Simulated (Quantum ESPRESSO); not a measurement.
# FeSb: parallel and opposed starts

Aim: find out which collinear order of FeSb costs least.

Main program and level: Quantum ESPRESSO 7.5; PBEsol; plane waves with GBRV 1.5 PBEsol potentials, no spin-orbit coupling.

This is a report of a sequence of runs, with most program output left out.

The database entry behind the starting cell differs from later determinations by our own check (0.1 to 0.3 % short, probably kX units), so it need not match the best structure at ambient conditions.

## (1) Starting point

Symmetry: P6_3/mmc, No. 194, hexagonal system. Conventional cell: a = 4.060 Å, b = 4.060 Å, c = 5.130 Å, α = 90.00°, β = 90.00°, γ = 120.00°. Nearest to Fe lie 2 Fe at 2.56 Å and 6 Sb at 2.67 Å. Nearest to Sb lie 6 Fe at 2.67 Å. Farther neighbours are not listed.

The cell comes from the Crystallography Open Database.

## (2) Start 1: ferro ++

The signs are those of the starting moments on the seeded atoms, the atoms that are given a moment.

ASE passes magmoms on as starting_magnetization. pw.x reads values of 1 or more as Bohr magnetons; where all are smaller, it reads them as fractions of the valence charge.

File pw.py:

```python
from ase import Atoms
from ase.calculators.espresso import Espresso, EspressoProfile

atoms = Atoms(['Fe', 'Fe', 'Sb', 'Sb'],
    cell=[[4.06, 0.0, 0.0],
         [-2.03, 3.51606314, 0.0],
         [0.0, 0.0, 5.13]],
    scaled_positions=[[0.0, 0.0, 0.0],
         [0.0, 0.0, 0.5],
         [0.33333333, 0.66666667, 0.25],
         [0.66666667, 0.33333333, 0.75]],
    pbc=True,
    magmoms=[2.8, 2.8, 0.0, 0.0])
input_data = {
    'control': {'calculation': 'scf', 'prefix': 'pwscf', 'outdir': './tmp', 'disk_io': 'nowf'},
    'system': {'ecutwfc': 40.0, 'ecutrho': 280.0, 'nbnd': 43, 'occupations': 'smearing', 'smearing': 'fd', 'degauss': 0.00367493, 'nspin': 2},
    'electrons': {'conv_thr': 8e-09, 'electron_maxstep': 150, 'mixing_beta': 0.3},
}
atoms.calc = Espresso(
    profile=EspressoProfile(command='mpirun -n 4 pw.x -nk 4', pseudo_dir='pseudo'),
    pseudopotentials={'Sb': 'sb_pbesol_v1.4.uspp.F.UPF', 'Fe': 'fe_pbesol_v1.5.uspp.F.UPF'},
    input_data=input_data,
    kpts=(8, 8, 8),
    koffset=(0, 0, 0))
atoms.get_potential_energy()
energy = atoms.calc.results['free_energy']
print(f'free energy: {energy:.6f} eV')
print('site moments (muB):', atoms.get_magnetic_moments().round(3))
```

Launch:

```sh
> OMP_NUM_THREADS=1 python3 pw.py > pw.log
```

Wall time 65 s (4 MPI ranks of AMD EPYC 7R43, shared host); peak memory 0.64 GiB.

Spin moment in the atom's sphere by atom:

| atom | spin moment in the atom's sphere (μB) |
| --- | --- |
| Fe1 | 1.76 |
| Fe2 | 1.76 |
| Sb3 | -0.07 |
| Sb4 | -0.07 |

This step gave:

```yaml
smearing_term_ts: 0.03856 eV
magnetization: 3.292 μB
absolute_magnetization: 3.923 μB
final_state: ferromagnetic
```

## (3) Run 2 (antiferro q=(0,1/2,1/2) +−+−)

This order needs a doubled cell of 8 atoms. The wavevector q is in fractions of the reciprocal vectors of the crystal's primitive cell, as the cells of these inputs are built from it; moments change sign between cells as cos(2π q·R).

File pw.py:

```python
from ase import Atoms
from ase.calculators.espresso import Espresso, EspressoProfile

atoms = Atoms(['Fe', 'Fe', 'Fe', 'Fe', 'Sb', 'Sb', 'Sb', 'Sb'],
    cell=[[4.06, 0.0, 0.0],
         [-4.06, 7.03212628, 0.0],
         [-2.03, 3.51606314, 5.13]],
    scaled_positions=[[0.0, 0.0, 0.0],
         [0.0, 0.5, 0.0],
         [0.0, 0.75, 0.5],
         [0.0, 0.25, 0.5],
         [0.33333333, 0.20833333, 0.25],
         [0.33333333, 0.70833333, 0.25],
         [0.66666667, 0.79166667, 0.75],
         [0.66666667, 0.29166667, 0.75]],
    pbc=True,
    magmoms=[2.8, -2.8, 2.8, -2.8, 0.0, 0.0, 0.0, 0.0])
input_data = {
    'control': {'calculation': 'scf', 'prefix': 'pwscf', 'outdir': './tmp', 'disk_io': 'nowf'},
    'system': {'ecutwfc': 40.0, 'ecutrho': 280.0, 'nbnd': 77, 'occupations': 'smearing', 'smearing': 'fd', 'degauss': 0.00367493, 'nspin': 2},
    'electrons': {'conv_thr': 1.6e-08, 'electron_maxstep': 150, 'mixing_beta': 0.3},
}
atoms.calc = Espresso(
    profile=EspressoProfile(command='mpirun -n 4 pw.x -nk 4', pseudo_dir='pseudo'),
    pseudopotentials={'Sb': 'sb_pbesol_v1.4.uspp.F.UPF', 'Fe': 'fe_pbesol_v1.5.uspp.F.UPF'},
    input_data=input_data,
    kpts=(8, 4, 8),
    koffset=(0, 0, 0))
atoms.get_potential_energy()
energy = atoms.calc.results['free_energy']
print(f'free energy: {energy:.6f} eV')
print('site moments (muB):', atoms.get_magnetic_moments().round(3))
```

Launch:

```sh
> OMP_NUM_THREADS=1 python3 pw.py > pw.log
```

The job ended after 4.8 min (4 MPI ranks; peak memory 1.4 GiB; 19 min of CPU time).

Spin moment in the atom's sphere by atom:

| atom | spin moment in the atom's sphere (μB) |
| --- | --- |
| Fe1 | 1.86 |
| Fe2 | -1.86 |
| Fe3 | 1.86 |
| Fe4 | -1.86 |
| Sb5 | 0.01 |
| Sb6 | -0.01 |
| Sb7 | 0.00 |
| Sb8 | 0.00 |

Read from the output:

* smearing term TS: 0.06566 eV
* magnetization: 0 μB
* absolute magnetization: 8.189 μB
* final state: antiferromagnetic

## (4) Run 3, typed as antiferro +−

File pw.py:

```python
from ase import Atoms
from ase.calculators.espresso import Espresso, EspressoProfile

atoms = Atoms(['Fe', 'Fe', 'Sb', 'Sb'],
    cell=[[4.06, 0.0, 0.0],
         [-2.03, 3.51606314, 0.0],
         [0.0, 0.0, 5.13]],
    scaled_positions=[[0.0, 0.0, 0.0],
         [0.0, 0.0, 0.5],
         [0.33333333, 0.66666667, 0.25],
         [0.66666667, 0.33333333, 0.75]],
    pbc=True,
    magmoms=[2.8, -2.8, 0.0, 0.0])
input_data = {
    'control': {'calculation': 'scf', 'prefix': 'pwscf', 'outdir': './tmp', 'disk_io': 'nowf'},
    'system': {'ecutwfc': 40.0, 'ecutrho': 280.0, 'nbnd': 41, 'occupations': 'smearing', 'smearing': 'fd', 'degauss': 0.00367493, 'nspin': 2},
    'electrons': {'conv_thr': 8e-09, 'electron_maxstep': 150, 'mixing_beta': 0.3},
}
atoms.calc = Espresso(
    profile=EspressoProfile(command='mpirun -n 4 pw.x -nk 4', pseudo_dir='pseudo'),
    pseudopotentials={'Sb': 'sb_pbesol_v1.4.uspp.F.UPF', 'Fe': 'fe_pbesol_v1.5.uspp.F.UPF'},
    input_data=input_data,
    kpts=(8, 8, 8),
    koffset=(0, 0, 0))
atoms.get_potential_energy()
energy = atoms.calc.results['free_energy']
print(f'free energy: {energy:.6f} eV')
print('site moments (muB):', atoms.get_magnetic_moments().round(3))
```

Launch:

```sh
> OMP_NUM_THREADS=1 python3 pw.py > pw.log
```

Elapsed: 68 s, on 4 MPI ranks; peak memory 0.69 GiB.

Spin moment in the atom's sphere by atom:

| atom | spin moment in the atom's sphere (μB) |
| --- | --- |
| Fe1 | 1.30 |
| Fe2 | -1.30 |
| Sb3 | 0.00 |
| Sb4 | 0.00 |

Read from the output:

```yaml
smearing_term_ts: 0.05432 eV
magnetization: 0 μB
absolute_magnetization: 2.86 μB
final_state: antiferromagnetic
```

## (5) Run 4 (antiferro q=(0,1/2,0) +−+−)

This order needs a doubled cell of 8 atoms.

File pw.py:

```python
from ase import Atoms
from ase.calculators.espresso import Espresso, EspressoProfile

atoms = Atoms(['Fe', 'Fe', 'Fe', 'Fe', 'Sb', 'Sb', 'Sb', 'Sb'],
    cell=[[4.06, 0.0, 0.0],
         [-4.06, 7.03212628, 0.0],
         [0.0, 0.0, 5.13]],
    scaled_positions=[[0.0, 0.0, 0.0],
         [0.0, 0.5, 0.0],
         [0.0, 0.0, 0.5],
         [0.0, 0.5, 0.5],
         [0.33333333, 0.33333333, 0.25],
         [0.33333333, 0.83333333, 0.25],
         [0.66666667, 0.16666667, 0.75],
         [0.66666667, 0.66666667, 0.75]],
    pbc=True,
    magmoms=[2.8, -2.8, 2.8, -2.8, 0.0, 0.0, 0.0, 0.0])
input_data = {
    'control': {'calculation': 'scf', 'prefix': 'pwscf', 'outdir': './tmp', 'disk_io': 'nowf'},
    'system': {'ecutwfc': 40.0, 'ecutrho': 280.0, 'nbnd': 77, 'occupations': 'smearing', 'smearing': 'fd', 'degauss': 0.00367493, 'nspin': 2},
    'electrons': {'conv_thr': 1.6e-08, 'electron_maxstep': 150, 'mixing_beta': 0.3},
}
atoms.calc = Espresso(
    profile=EspressoProfile(command='mpirun -n 4 pw.x -nk 4', pseudo_dir='pseudo'),
    pseudopotentials={'Sb': 'sb_pbesol_v1.4.uspp.F.UPF', 'Fe': 'fe_pbesol_v1.5.uspp.F.UPF'},
    input_data=input_data,
    kpts=(8, 4, 8),
    koffset=(0, 0, 0))
atoms.get_potential_energy()
energy = atoms.calc.results['free_energy']
print(f'free energy: {energy:.6f} eV')
print('site moments (muB):', atoms.get_magnetic_moments().round(3))
```

Launch:

```sh
> OMP_NUM_THREADS=1 python3 pw.py > pw.log
```

Elapsed: 3.7 min, on 4 MPI ranks; peak memory 1.3 GiB.

Numbers from this step:

| Property | Result |
| --- | --- |
| smearing term TS | 0.06268 eV |
| magnetization | 0 μB |
| absolute magnetization | 8.446 μB |
| final state | antiferromagnetic |
| largest moment | 1.930 μB |

## (6) Run 5, typed as no spin polarisation

File pw.py:

```python
from ase import Atoms
from ase.calculators.espresso import Espresso, EspressoProfile

atoms = Atoms(['Fe', 'Fe', 'Sb', 'Sb'],
    cell=[[4.06, 0.0, 0.0],
         [-2.03, 3.51606314, 0.0],
         [0.0, 0.0, 5.13]],
    scaled_positions=[[0.0, 0.0, 0.0],
         [0.0, 0.0, 0.5],
         [0.33333333, 0.66666667, 0.25],
         [0.66666667, 0.33333333, 0.75]],
    pbc=True)
input_data = {
    'control': {'calculation': 'scf', 'prefix': 'pwscf', 'outdir': './tmp', 'disk_io': 'nowf'},
    'system': {'ecutwfc': 40.0, 'ecutrho': 280.0, 'nbnd': 41, 'occupations': 'smearing', 'smearing': 'fd', 'degauss': 0.00367493},
    'electrons': {'conv_thr': 8e-09, 'electron_maxstep': 150, 'mixing_beta': 0.3},
}
atoms.calc = Espresso(
    profile=EspressoProfile(command='mpirun -n 4 pw.x -nk 4', pseudo_dir='pseudo'),
    pseudopotentials={'Sb': 'sb_pbesol_v1.4.uspp.F.UPF', 'Fe': 'fe_pbesol_v1.5.uspp.F.UPF'},
    input_data=input_data,
    kpts=(8, 8, 8),
    koffset=(0, 0, 0))
atoms.get_potential_energy()
energy = atoms.calc.results['free_energy']
print(f'free energy: {energy:.6f} eV')
```

Launch:

```sh
> OMP_NUM_THREADS=1 python3 pw.py > pw.log
```

Wall time 22 s (4 MPI ranks); peak memory 0.54 GiB.

Read from the output:

```
smearing term TS : 0.06111 eV
final state      : non-magnetic (no spin polarisation)
```

## (7) An input with a fault

As a test, an input with a fault in it is run.

File pw.in:

```
&CONTROL
  calculation = 'scf'
  prefix = 'pwscf'
  outdir = './tmp'
  pseudo_dir = './pseudo'
  disk_io = 'nowf'
/
&SYSTEM
  ibrav = 0
  nat = 4
  ntyp = 2
  ecutwfc = 40
  ecutrho = 280
  nbnd = 43
  occupations = 'smearing'
  smearing = 'fd'
  degauss = 0.00367493
  nspin = 2
  lspinorb = .true.
  starting_magnetization(1) = 0.175
  starting_magnetization(2) = 0
/
&ELECTRONS
  conv_thr = 8d-09
  electron_maxstep = 75
  mixing_beta = 0.3
/
ATOMIC_SPECIES
Fe     55.8450 fe_pbesol_v1.5.uspp.F.UPF
Sb    121.7600 sb_pbesol_v1.4.uspp.F.UPF
CELL_PARAMETERS angstrom
   4.0600000000    0.0000000000    0.0000000000
  -2.0300000000    3.5160631394    0.0000000000
   0.0000000000    0.0000000000    5.1300000000
ATOMIC_POSITIONS crystal
Fe      0.0000000000    0.0000000000    0.0000000000
Fe      0.0000000000    0.0000000000    0.5000000000
Sb      0.3333333333    0.6666666667    0.2500000000
Sb      0.6666666667    0.3333333333    0.7500000000
K_POINTS automatic
8 8 8 0 0 0
```

Launch:

```sh
> OMP_NUM_THREADS=1 mpirun -n 4 pw.x -nk 4 -in pw.in > pw.out
```

Run time: 0.95 s. Hardware: 4 MPI ranks; peak memory 0.04 GiB.

The program refused the input before any cycle.

The program's message: “setup (1): spin orbit requires a non collinear calculation”

The fault put into the input: spin-orbit coupling without noncolin.

## (8) Energies of the orders

An order is kept where moments of 0.15 μB or more survive with the typed signs; meshes match where a doubled cell samples the same k points as the first cell.

Orders:

| start | final state | typed order kept | energy over the lowest (meV a seeded atom) | largest site moment (μB) | net moment (μB a cell of the first run) | mesh matched | CPU time (s) |
| --- | --- | --- | --- | --- | --- | --- | --- |
| ferro ++ | ferromagnetic | yes | 56.56 | 1.764 | 3.292 | yes | 253.5 |
| antiferro q=(0,1/2,1/2) +-+- | antiferromagnetic | yes | 79.48 | 1.864 | 0 | yes | 1152 |
| antiferro +- | antiferromagnetic | yes | 223.2 | 1.303 | 0 | yes | 268.4 |
| antiferro q=(0,1/2,0) +-+- | antiferromagnetic | yes | 0 | 1.93 | 0 | yes | 880.4 |
| no spin polarisation | non-magnetic | - | 238.4 | 0 | 0 | yes | 83.15 |

## (9) What came out

```
lowest state found      : antiferromagnetic (from antiferro q=(0,1/2,0) +-+-)
largest site moment     : 1.93 μB
next state with moments : ferromagnetic, 56.6 meV a seeded atom higher
state without moments   : 238 meV a seeded atom higher
```

**Reading.** Only these 5 starts were compared; other wavevectors, canted and longer-period orders were not.

[Logs and program files are shortened in this print: banners, set-up blocks, solver, clock and traceback lines can be left out without a mark of their own.]

[Logs are printed without paths, hosts, clocks, repeated set-up lines and the standing remarks that a program may print on its own settings, such as how far it seeks lower states.]

[Hosts, paths, dates, database ids (printed as entryN), source tags and the programs' standing remarks are cut or masked in the printed files.]

[Where a cell is said to come from a database of computed structures, the database is the Materials Project.]
